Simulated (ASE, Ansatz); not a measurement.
# Electronic structure of generalised stacking fault on (111) (glide set) of a Ge-Si solid solution (72 atoms)

Aim: energy, forces, charges and density of states of generalised stacking fault on (111) (glide set) of a Ge-Si solid solution (72 atoms) at a fixed geometry.

Program: Ansatz 0.2.0. Level of theory: Kohn-Sham DFT, r2SCAN, PAW (set soft_2), plane waves. Results are calculated unless marked as measured.

### Step 1. Starting point

The cell holds 72 atoms: 51 Ge and 21 Si. Its edges and angles: a = 6.849 Å, b = 11.862 Å, c = 20.553 Å, α = 90.0°, β = 72.2°, γ = 90.0°. It derives from Ge and Si. Diamond-structure Ge lattice (a = 5.5919 Å, the value set for the mixture), cell with z along [111], 1 x 3 x 2 periods; the third cell vector is tilted by 0.917 of 1/2[11-2] and lengthened by 0.2 Å, so the cell holds one fault (glide set); displaced by a Gaussian of 0.01 Å; 21 of 72 Ge sites given to Si at random (lattice constant by Vegard's rule between Ge and Si).

Before any run, some limits are plain. The host structure and its lattice constant were typed by rule, without a check against the phase diagram.

### Step 2. Plane-wave single point

One self-consistent run at the given positions yields energy and forces.

input.yaml

```yaml
crystal:
  lattice:
    - [6.84865, 0.0, 0.0]
    - [0.0, 11.86221, 0.0]
    - [6.27795, 0.0, 19.57091]
  atoms:
    - { symbol: Ge, position: [0.47935, 0.16762, 0.0209] }
    - { symbol: Ge, position: [0.36536, 0.16677, 0.14499] }
    - { symbol: Ge, position: [0.66249, 0.16683, 0.18546] }
    - { symbol: Si, position: [0.54871, 0.16645, 0.30862] }
    - { symbol: Si, position: [0.98156, 0.00021, 0.02095] }
    - { symbol: Ge, position: [0.86807, 0.99899, 0.14373] }
    - { symbol: Si, position: [0.16133, 0.9999, 0.18511] }
    - { symbol: Ge, position: [0.0464, 0.00087, 0.31042] }
    - { symbol: Ge, position: [0.34513, 0.00085, 0.35052] }
    - { symbol: Si, position: [0.2309, 0.00022, 0.47445] }
    - { symbol: Si, position: [0.48132, 0.50021, 0.02067] }
    - { symbol: Si, position: [0.3707, 0.49971, 0.14401] }
    - { symbol: Ge, position: [0.66148, 0.50021, 0.18627] }
    - { symbol: Ge, position: [0.54915, 0.49976, 0.30857] }
    - { symbol: Si, position: [0.98122, 0.3347, 0.02084] }
    - { symbol: Ge, position: [0.86615, 0.33449, 0.14516] }
    - { symbol: Ge, position: [0.16266, 0.33224, 0.186] }
    - { symbol: Si, position: [0.04861, 0.33256, 0.30957] }
    - { symbol: Ge, position: [0.34553, 0.33365, 0.35017] }
    - { symbol: Si, position: [0.23074, 0.33388, 0.47416] }
    - { symbol: Ge, position: [0.84297, 0.16623, 0.35066] }
    - { symbol: Ge, position: [0.72975, 0.16713, 0.47498] }
    - { symbol: Si, position: [0.02707, 0.1674, 0.51569] }
    - { symbol: Si, position: [0.91636, 0.16727, 0.63986] }
    - { symbol: Ge, position: [0.20959, 0.16585, 0.68014] }
    - { symbol: Si, position: [0.09651, 0.16518, 0.80394] }
    - { symbol: Ge, position: [0.52642, 0.00054, 0.51573] }
    - { symbol: Ge, position: [0.41081, 0.0006, 0.63968] }
    - { symbol: Si, position: [0.70739, 0.99973, 0.68087] }
    - { symbol: Ge, position: [0.59694, 0.99954, 0.80449] }
    - { symbol: Ge, position: [0.8911, 0.00194, 0.84568] }
    - { symbol: Si, position: [0.77884, 0.99883, 0.96892] }
    - { symbol: Ge, position: [0.48072, 0.83278, 0.0208] }
    - { symbol: Si, position: [0.36872, 0.83254, 0.14464] }
    - { symbol: Ge, position: [0.6623, 0.83283, 0.18601] }
    - { symbol: Ge, position: [0.55247, 0.83216, 0.30854] }
    - { symbol: Ge, position: [0.98408, 0.66635, 0.02112] }
    - { symbol: Ge, position: [0.86829, 0.66772, 0.14416] }
    - { symbol: Ge, position: [0.16214, 0.6677, 0.18586] }
    - { symbol: Ge, position: [0.05103, 0.66774, 0.30956] }
    - { symbol: Ge, position: [0.34503, 0.66586, 0.35072] }
    - { symbol: Ge, position: [0.23383, 0.66727, 0.47475] }
    - { symbol: Ge, position: [0.8428, 0.50185, 0.35025] }
    - { symbol: Ge, position: [0.72882, 0.49947, 0.47455] }
    - { symbol: Ge, position: [0.02899, 0.50011, 0.51615] }
    - { symbol: Ge, position: [0.91145, 0.50034, 0.63859] }
    - { symbol: Ge, position: [0.2095, 0.49929, 0.68116] }
    - { symbol: Ge, position: [0.09587, 0.50134, 0.80385] }
    - { symbol: Si, position: [0.527, 0.33334, 0.51632] }
    - { symbol: Si, position: [0.41426, 0.33322, 0.63928] }
    - { symbol: Ge, position: [0.71, 0.33457, 0.67984] }
    - { symbol: Ge, position: [0.59326, 0.33329, 0.80468] }
    - { symbol: Ge, position: [0.89229, 0.33334, 0.84557] }
    - { symbol: Ge, position: [0.77684, 0.3334, 0.96947] }
    - { symbol: Ge, position: [0.39085, 0.16743, 0.8461] }
    - { symbol: Ge, position: [0.28021, 0.16669, 0.96899] }
    - { symbol: Ge, position: [0.84503, 0.83276, 0.34939] }
    - { symbol: Ge, position: [0.73015, 0.83322, 0.47452] }
    - { symbol: Ge, position: [0.02608, 0.83287, 0.51494] }
    - { symbol: Ge, position: [0.91171, 0.83405, 0.63959] }
    - { symbol: Ge, position: [0.21117, 0.83473, 0.68029] }
    - { symbol: Ge, position: [0.09599, 0.83299, 0.80497] }
    - { symbol: Ge, position: [0.52663, 0.66637, 0.51505] }
    - { symbol: Ge, position: [0.41343, 0.66774, 0.63969] }
    - { symbol: Ge, position: [0.70946, 0.66596, 0.68025] }
    - { symbol: Ge, position: [0.59671, 0.66689, 0.80435] }
    - { symbol: Ge, position: [0.89142, 0.66607, 0.84572] }
    - { symbol: Si, position: [0.77908, 0.66567, 0.96911] }
    - { symbol: Si, position: [0.38931, 0.4992, 0.8467] }
    - { symbol: Si, position: [0.2797, 0.50099, 0.96973] }
    - { symbol: Ge, position: [0.39263, 0.83368, 0.84522] }
    - { symbol: Si, position: [0.27764, 0.83374, 0.969] }
kpoints:
  mp_grid: { grid: [2, 1, 1] }
hamiltonian:
  xc: r2scan
scf:
  occupations: { method: gaussian, width: 0.05 }
output:
  forces: true
  stress: true
  populations: intrinsic
  dos:
    method: { smearing: { sigma: 0.1 } }
    de: 0.1
    projected: { site_lists: { Ge: [Ge], Si: [Si] } }
  eigenvalues: true
  write_density: true
  write_potential: true
  volumetric_format: npy
```

Run with:

```
ansatz run input.yaml --threads 8 --pin off --max-ram 15872MiB --backend cpu --events-out ev --progress --plain --runs-dir out
```

Numbers of over 12 decimals in the logs are rounded to 6 here.

Log:

```text
Engine: ansatz 0.2.0, aarch64-unknown-linux-gnu
Pseudopotentials: kind: paw
Pseudopotential: Ge, paw, valence charge 14, recommended cutoff 500 eV (meta_gga), Ge.paw.azcp
Pseudopotential: Si, paw, valence charge 4, recommended cutoff 500 eV (meta_gga), Si.paw.azcp
Functional definition: r2SCAN
  parameter k0 = 0.174
  parameter k1 = 0.065
  parameter a1 = 4.9479
  exchange = r2scan_x(k0 = k0, k1 = k1, a1 = a1)
  correlation = r2scan_c
Crystal: 72 atoms, lattice volume = 1589.943 Å³
Basis set: ecut = 500 eV, 40331 PW (Γ), exchange–correlation on 200×360×600 points (64 copies of the dense FFT grid, shifted against one another)
Bands: 479, of which v1, the nominal top of the filled ones, is band 399 counted from 1 (398 counted from 0)
Symmetry: 1 space group operations
Space group: P1 (ITA 1), of the structure as read, at distance tolerance 1.2e-4 Å
k-points: 2
Non-local potential: Ge, projectors of the file, l = 0: 2, l = 1: 2, l = 2: 3, l = 3: 1
Non-local potential: Si, projectors of the file, l = 0: 2, l = 1: 2, l = 2: 2
PAW form: soft (Blöchl's): semilocal exchange-correlation on the pseudo side does not see the compensation charge
PAW frozen core: Ge, regenerated for the run's functional (the file was generated under x = pbe(κ = 0.804, μ = 0.219515), c = pbe(β = 0.066725))
PAW frozen core: Si, regenerated for the run's functional (the file was generated under x = pbe(κ = 0.804, μ = 0.219515), c = pbe(β = 0.066725))
PAW one-centre angular grid: Ge, 590 points (default); XC on 160 Gauss nodes
PAW one-centre angular grid: Si, 302 points (default); XC on 160 Gauss nodes
Initial density: superposition of atomic densities (neutral atoms: chi_scale 0, normalization atom), corrected by the library's trained network
Initial wavefunctions: pseudopotential atomic-orbital guess
Functional: x = r2scan, c = r2scan; τ floored in thin density (d = 2e-4 eV/Å³)
SCF iter   1: F=—  HF=-232850.505363 eV  |F-HF|=—  |Δ(HF+E_count)|=         —  Δρ=6.44e-3  dr2=6.31e-1  dr2_τ=2.65e-1  ethr=1.77e-3  ⟨swp⟩=5.5  Hψ=3417  notcnv=0  defer=51
preconditioner: auto → LDOS  [insulator: Δε(μ)=0.132 eV  Ē_g=21.161 eV  σ=0.050 eV  W_gap=0.94  n_scr=386 (ndim 8)  ℏωp=26.2 eV  f_vac=0.024  D(μ)=4.22/eV (n_scr^D=10)  ε∞_Penn≈2.5  β→1.0]
SCF iter   2: F=—  HF=-232851.187374 eV  |F-HF|=—  |Δ(HF+E_count)|=   6.82e-1  Δρ=4.56e-3  dr2=5.01e-1  dr2_τ=2.80e-3  ethr=7.91e-5  ⟨swp⟩=3.0  Hψ=1933  notcnv=0  defer=142
SCF iter   3: F=—  HF=-232850.856404 eV  |F-HF|=—  |Δ(HF+E_count)|=   3.31e-1  Δρ=7.32e-4  dr2=7.24e-3  dr2_τ=8.02e-5  ethr=6.28e-5  ⟨swp⟩=2.5  Hψ=1633  notcnv=0  defer=142
SCF iter   4: F=—  HF=-232850.852906 eV  |F-HF|=—  |Δ(HF+E_count)|=   3.50e-3  Δρ=1.53e-4  dr2=1.01e-3  dr2_τ=1.11e-5  ethr=9.07e-7  ⟨swp⟩=2.0  Hψ=1618  notcnv=0  defer=142
[...]
SCF iter   8: F=—  HF=-232850.852510 eV  |F-HF|=—  |Δ(HF+E_count)|=   2.51e-7  Δρ=2.12e-6  dr2=2.59e-7  dr2_τ=1.59e-9  ethr=2.25e-10  ⟨swp⟩=2.5  Hψ=1584  notcnv=0  defer=142
SCF iter   9: F=-232850.852510 eV  HF=-232850.852510 eV  |F-HF|=1.02e-8  |Δ(HF+E_count)|=   1.27e-8  Δρ=7.86e-7  dr2=2.73e-8  dr2_τ=2.22e-10  ethr=1.25e-11  ⟨swp⟩=15.5  Hψ=7085  notcnv=0
SCF 1 converged in 9 iterations: F = -232850.852510 eV  dr2 = 2.73e-8
[...]
SCF converged after 9 iterations
Free energy (F): -232850.852510 eV
Harris-Foulkes:  -232850.852510 eV  (|F-HF|=1.02e-8)
Internal energy: -232850.834175 eV  (E = F + TS)
E sigma→0 (E₀):  -232850.843342 eV
Entropy (-TS):   -0.018335 eV (-0.255 meV/atom)
Fermi energy:    8.411737 eV
--- Per-component energies (eV) ---
  E_band       = -8340.547711
  E_kinetic    = 6526.009912
  E_local      = -146441.474172  (includes V_loc(G=0)·N_el)
  E_nonlocal   = 21963.709593
  E_hartree    = 65287.003933
  E_xc         = -4608.995966
  E_vxc        = -4512.313608  (∫ρ·V_xc dr)
  E_paw        = -114662.391675  (= ΣΔE_a)
  E_vpaw       = -16686.026094  (= ΣTr[D̂ρ^β])
  E_aug_tail   = 0.000874  (compensation charges beyond the density's cutoff)
  E_vtau       = 235.541090  (kinetic-family band-sum trace: ∫τ·v_τ [+ j·A + Jᵃ·Aᵃ] dr)
  E_ewald      = -60857.717528
  E_core_change = -56.979146  (= ΣΔE_core)
  E_smearing   = -0.018335  (= −TS)
  E_closure    = -0.000000  (closes the sum)
  Σ components = -232850.852510   (vs F -232850.852510, Δ=0.00e0)
--- Forces (eV/Å), atoms counted from 1 ---
  atom   1  Ge     8.90668972    -0.09849290     3.42646142
  atom   2  Ge    -0.10432802    -0.46567000    -0.08332733
  atom   3  Ge     0.02709938    -0.07312580     0.33397847
  atom   4  Si     0.02094108     0.07384145     0.05660925
  atom   5  Si     6.40185153    -0.10588218     1.69353955
  atom   6  Ge     0.28363132     0.11819568    -0.21942076
  atom   7  Si     0.34457659    -0.37758086     0.06329550
  atom   8  Ge     0.13548790    -0.14102268    -0.78773745
[...]
atom  13  Ge    -0.28096687     0.16441863    -0.39701666
  atom  14  Ge    -0.04546114     0.03796357     0.14806907
[...]
atom  71  Ge    -0.03715034    -0.08727954     0.65879953
  atom  72  Si    -7.38591212     0.12286380    -2.45667708
  max |Σ_I F_I| component: 7.70e-6 eV/Å
--- Stress (GPa, compression-positive) ---
        4.008772       0.002382       4.206734
        0.002382       1.452219       0.013108
        4.206734       0.013108       1.067670
  P = ⅓ Tr σ = 2.1762 GPa (21.762 kbar)
--- Band table (eV) ---
  k-point 0: bands = ["-18.4678", "-18.0621", "-18.0426", "-17.8025", [... 463 levels ...], "11.7267", "11.7280", "11.7716", "11.7823", "11.8476", "12.1047", "12.1549", "12.1937", "12.2397", "12.2730", "12.3024", "12.4060"]
  k-point 1: bands = ["-18.4678", "-18.0621", "-18.0427", "-17.8025", [... 463 levels ...], "11.9735", "11.9962", "12.2096", "12.2417", "12.3894", "12.4326", "12.4666", "12.4797", "12.5203", "12.5374", "12.7209", "12.7437"]
--- intrinsic populations: 72 sites ---
  site symbol       q [e]
     0     Ge     14.0127
     1     Ge     14.0136
     2     Ge     14.0177
[...]
71     Si      3.9175
  spilling = 0.000000 (of n_electrons = 798.000000)
```

It took 73 s on 8 threads of Arm Neoverse V2, shared host; peak memory 11 GiB; 9.5 min of CPU time.

Reading the cycles: dr2 is the Hartree energy of the density residual (eV), the measure of convergence; HF is the Harris–Foulkes estimate of the energy, which meets the free energy F at convergence.

Read from the output:

| Item | Value |
| --- | --- |
| free energy | -232850.8525 eV |
| free energy per atom | -3234.0396 eV/atom |
| SCF cycles | 9 |
| pressure | 2.176 GPa |
| r.m.s. force component | 1.852 eV/Å |
| longest force | 9.628 eV/Å |
| Fermi energy | 8.412 eV |
| levels partly filled by over 2 per cent | 2 |

Length of the force by element:

| element | coordination | atoms | mean length of the force (eV/Å) | spread | least | most |
| --- | --- | --- | --- | --- | --- | --- |
| Ge | all | 51 | 1.23 | 2.35 | 0.139 | 9.63 |
| Si | all | 21 | 2.75 | 3.26 | 0.0954 | 7.78 |

Intrinsic-atomic-orbital charges by element:

| element | coordination | atoms | mean charge (e) | spread | least | most |
| --- | --- | --- | --- | --- | --- | --- |
| Ge | all | 51 | -0.0246 | 0.0252 | -0.109 | 0.0141 |
| Si | all | 21 | 0.0597 | 0.0294 | -0.0072 | 0.106 |

Density of states as counts of states in windows of 1 eV (from the Fermi level), total and the larger projections:

| from (eV) | to (eV) | total | Ge p | Si p | Ge s | Si s |
| --- | --- | --- | --- | --- | --- | --- |
| -18 | -14 | 0.0 | 0.0 | 0.0 | 0.0 | 0.0 |
| -14 | -13 | 7.0 | 0.9 | 0.3 | 4.9 | 0.9 |
| -13 | -12 | 18.8 | 3.5 | 1.3 | 11.3 | 2.6 |
| -12 | -11 | 22.6 | 4.6 | 1.8 | 12.0 | 4.0 |
| -11 | -10 | 22.0 | 4.9 | 2.0 | 10.2 | 4.7 |
| -10 | -9 | 6.8 | 2.0 | 0.8 | 2.8 | 1.3 |
| -9 | -8 | 23.1 | 8.1 | 2.9 | 8.8 | 3.1 |
| -8 | -7 | 17.9 | 6.5 | 2.7 | 5.4 | 3.2 |
| -7 | -6 | 12.4 | 4.9 | 2.2 | 3.2 | 2.1 |
| -6 | -5 | 21.8 | 13.1 | 4.9 | 2.3 | 1.3 |
| -5 | -4 | 23.2 | 14.5 | 6.6 | 1.3 | 0.7 |
| -4 | -3 | 58.7 | 39.7 | 16.1 | 1.6 | 0.9 |
| -3 | -2 | 30.2 | 20.5 | 8.6 | 0.5 | 0.3 |
| -2 | -1 | 19.4 | 13.2 | 5.8 | 0.1 | 0.1 |
| -1 | 0 | 3.7 | 2.3 | 0.9 | 0.3 | 0.1 |
| 0 | 1 | 32.8 | 11.9 | 7.8 | 8.0 | 2.7 |
| 1 | 2 | 38.0 | 16.4 | 7.1 | 7.3 | 3.2 |
| 2 | 3 | 41.0 | 18.9 | 8.9 | 5.1 | 2.4 |

Between -26 and -18 eV lie 406 more states.

The stored curve holds about 693 of the 798 electrons; the rest, give or take the few that broadening carries across the Fermi level, lie in deeper levels below its range.

The levels nearest the highest filled one (over half full), pooled over k-points and spins:

| level less the highest filled one (eV) | occupation |
| --- | --- |
| -1.23 | 2 |
| -1.18 | 2 |
| -0.873 | 2 |
| -0.825 | 2 |
| -0.684 | 2 |
| 0 | 1.66 |
| 0.0695 | 0.317 |
| 0.117 | 0.019 |
| 0.161 | 0 |
| 0.165 | 0 |
| 0.204 | 0 |
| 0.243 | 0 |

Valence density in the ca plane at fractional y = 0.000, with atoms of Si and Ge within 0.2 Å of it. It is the smooth field of the valence electrons, not physical close to the nuclei.

Values in e/Å³, 10 rows by 16 columns, each cell a mean:
```
 8  1  0  0  1  0  0  0  0  0  0  0  0  0 10  5
16  2  0  0  0  0  0  0  0  0  0  0  0  0  6  6
 1  0  0  0  0  0  0  0  0  0  0  0  0  1  1  0
 0  0  0  0  0  0  0  1  1  0  0  0  0  7 10  0
 0  0  0  0  0  0  0  4 17  0  1  0  0  2  7  0
 0  0  0  0  3  1  0  1  3  1 17  3  0  0  0  0
 0  0  0  0 15  6  0  0  0  0  5  2  0  0  0  0
 0  0  0  0  1  1  0  0  0  0  0  0  0  0  0  0
 0  0  0  3  2  0  0  0  0  0  0  0  0  0  0  0
 0  0  0  9 13  0  0  0  0  0  0  0  0  0  0  0
```
Columns run along c (16.0 Å, from fractional 0.13 to 0.90 of the cell), rows up along a (6.8 Å). Atoms in or near the plane, at fractional coordinates: Ge at (0.14, 0.87), Si at (0.19, 0.16), Ge at (0.31, 0.05), Ge at (0.35, 0.35), Si at (0.47, 0.23), Ge at (0.52, 0.53), Ge at (0.64, 0.41), Si at (0.68, 0.71), Ge at (0.80, 0.60), Ge at (0.85, 0.89).

Electrostatic potential energy in the ca plane at fractional y = 0.000, with atoms of Si and Ge within 0.2 Å of it. With pseudopotentials it is smooth inside the atoms' cores, unlike the true potential.

Ten even steps from '0' (-43 eV) to '9' (11 eV), each cell a mean:
```
00038753358999986434799999999999999999999999
41158741136899998777899999999999999999999999
66678842124899999999999999999999999987789999
48899974335899999999999999999999999862137999
38999997667899999999999999999999999850003788
68999999989999999999999999987789999972002786
89999999999999999999999999854468999986213785
99999999999999999999999999742136898788767887
99999999999999999988899999852024886446889998
99999999999999999754579999974234774213689999
99999999999999999632248998887657885201489999
99999999989999999731126886467889997422479999
99999999766799999852235872004899999755689999
99999998510279999875457872001689999988899999
99999998500038886678888985000589999999999999
77899999720027863346899998534789999999999999
12589999863247852114799999888899999999999999
00158877788788973113699999999999999999999999
```
Columns run along c (16.0 Å, from fractional 0.00 to 0.78 of the cell; values clipped at the 3rd and 97th percentile), rows up along a (6.8 Å). Atoms in or near the plane, at fractional coordinates: Si at (0.02, 0.98), Ge at (0.14, 0.87), Si at (0.19, 0.16), Ge at (0.31, 0.05), Ge at (0.35, 0.35), Si at (0.47, 0.23), Ge at (0.52, 0.53), Ge at (0.64, 0.41), Si at (0.68, 0.71).

Mean intrinsic-atomic-orbital charges: Ge -0.02, Si +0.06 e. Charges this small depend on the projection, at times even in sign.

### Step 3. Local order

These statistics describe the geometry on which the runs were made.

Density 4.48 g/cm³, 22.08 Å³ an atom.

Pair distribution functions g(r), in bins of 0.1 Å:

| r (Å) | total | Ge-Ge | Ge-Si | Si-Si |
| --- | --- | --- | --- | --- |
| 1.85 | 0.00 | 0.00 | 0.00 | 0.00 |
| 1.95 | 0.63 | 0.25 | 0.61 | 2.94 |
| 2.05 | 0.12 | 0.00 | 0.29 | 0.00 |
| 2.15 | 0.00 | 0.00 | 0.00 | 0.00 |
| 2.25 | 0.00 | 0.00 | 0.00 | 0.00 |
| 2.35 | 0.78 | 1.21 | 0.42 | 0.00 |
| 2.45 | 9.70 | 10.70 | 8.63 | 8.78 |
| 2.55 | 0.00 | 0.00 | 0.00 | 0.00 |
| 2.65 | 0.00 | 0.00 | 0.00 | 0.00 |
| 2.75 | 0.38 | 0.13 | 0.46 | 1.49 |
| 2.85 | 0.37 | 0.00 | 0.74 | 0.72 |
| 2.95 | 0.00 | 0.00 | 0.00 | 0.00 |
| 3.05 | 0.00 | 0.00 | 0.00 | 0.00 |
| 3.15 | 0.00 | 0.00 | 0.00 | 0.00 |
| 3.25 | 0.00 | 0.00 | 0.00 | 0.00 |
| 3.35 | 0.00 | 0.00 | 0.00 | 0.00 |
| 3.45 | 0.00 | 0.00 | 0.00 | 0.00 |
| 3.55 | 0.00 | 0.00 | 0.00 | 0.00 |
| 3.65 | 0.00 | 0.00 | 0.00 | 0.00 |
| 3.75 | 0.00 | 0.00 | 0.00 | 0.00 |
| 3.85 | 0.40 | 0.33 | 0.32 | 1.18 |
| 3.95 | 12.40 | 12.80 | 12.10 | 11.40 |
| 4.05 | 0.00 | 0.00 | 0.00 | 0.00 |
| 4.15 | 0.00 | 0.00 | 0.00 | 0.00 |
| 4.25 | 0.13 | 0.00 | 0.19 | 0.63 |
| 4.35 | 0.52 | 0.42 | 0.57 | 0.91 |
| 4.45 | 0.27 | 0.10 | 0.36 | 0.87 |
| 4.55 | 0.02 | 0.05 | 0.00 | 0.00 |
| 4.65 | 8.60 | 9.07 | 8.25 | 7.49 |
| 4.75 | 0.50 | 0.39 | 0.64 | 0.51 |
| 4.85 | 0.00 | 0.00 | 0.00 | 0.00 |
| 4.95 | 0.00 | 0.00 | 0.00 | 0.00 |
| 5.05 | 0.02 | 0.00 | 0.05 | 0.00 |
| 5.15 | 0.20 | 0.15 | 0.27 | 0.22 |
| 5.25 | 0.11 | 0.04 | 0.13 | 0.42 |
| 5.35 | 0.00 | 0.00 | 0.00 | 0.00 |
| 5.45 | 0.13 | 0.00 | 0.28 | 0.19 |
| 5.55 | 2.47 | 2.51 | 2.44 | 2.40 |
| 5.65 | 0.79 | 0.71 | 0.93 | 0.54 |
| 5.75 | 0.00 | 0.00 | 0.00 | 0.00 |
| 5.85 | 0.17 | 0.12 | 0.24 | 0.17 |
| 5.95 | 0.00 | 0.00 | 0.00 | 0.00 |
| 6.05 | 3.11 | 3.43 | 2.91 | 2.18 |
| 6.15 | 1.61 | 1.79 | 1.32 | 1.98 |

A closer look about Ge56, which bears the longest force: 8 atoms, nearest first, numbered in the order of the input, with positions taken from that point.

| atom | x | y | z | distance (Å) | intrinsic-atomic-orbital charge (e) | Fx | Fy | Fz (eV/Å) |
| --- | --- | --- | --- | --- | --- | --- | --- | --- |
| Ge56 | 0.00 | 0.00 | 0.00 | 0.00 | -0.02 | -9.10 | -0.02 | -3.16 |
| Ge1 | 1.69 | 0.01 | 1.02 | 1.97 | -0.01 | 8.91 | -0.10 | 3.43 |
| Ge55 | -0.01 | 0.01 | -2.41 | 2.41 | -0.02 | -0.50 | -0.23 | -0.18 |
| Si5 | -1.72 | -1.97 | 1.02 | 2.81 | 0.03 | 6.40 | -0.11 | 1.69 |
| Si15 | -1.72 | 1.99 | 1.01 | 2.82 | 0.08 | 7.35 | 0.15 | 2.46 |
| Ge2 | 1.69 | 0.00 | 3.44 | 3.84 | -0.01 | -0.10 | -0.47 | -0.08 |
| Ge52 | 1.11 | 1.98 | -3.22 | 3.93 | -0.02 | 0.05 | 0.43 | 0.01 |
| Ge54 | 3.40 | 1.98 | 0.01 | 3.94 | -0.06 | -6.99 | 0.07 | -2.25 |

### Step 4. Summary of results

* free energy per atom: -3234.0396 eV/atom
* density: 4.485 g/cm³
* pressure: 2.176 GPa
* r.m.s. force component: 1.852 eV/Å
* wall time of the 1 DFT run: 73 s

2 levels are partly filled by over 2 % (on the run's k-points), and the list of levels jumps by 0.68 eV between -0.68 and +0.00 eV: the Fermi level sits among few, sparse states, as at a band edge, among defect levels or in a metal whose levels bunch into shells on a coarse mesh.

**Limits.** The geometry was built by rule, was displaced at random and isn't relaxed at this level: its force components are 1.9 eV/Å r.m.s. The pressure of 2.2 GPa belongs to a cell and atoms that aren't relaxed at this level.

[Logs are printed without paths, hosts, clocks, repeated set-up lines and the standing remarks that a program may print on its own settings, such as how far it seeks lower states.]

[Hosts, paths, dates, database ids (printed as entryN), source tags and the programs' standing remarks are cut or masked in the printed files.]
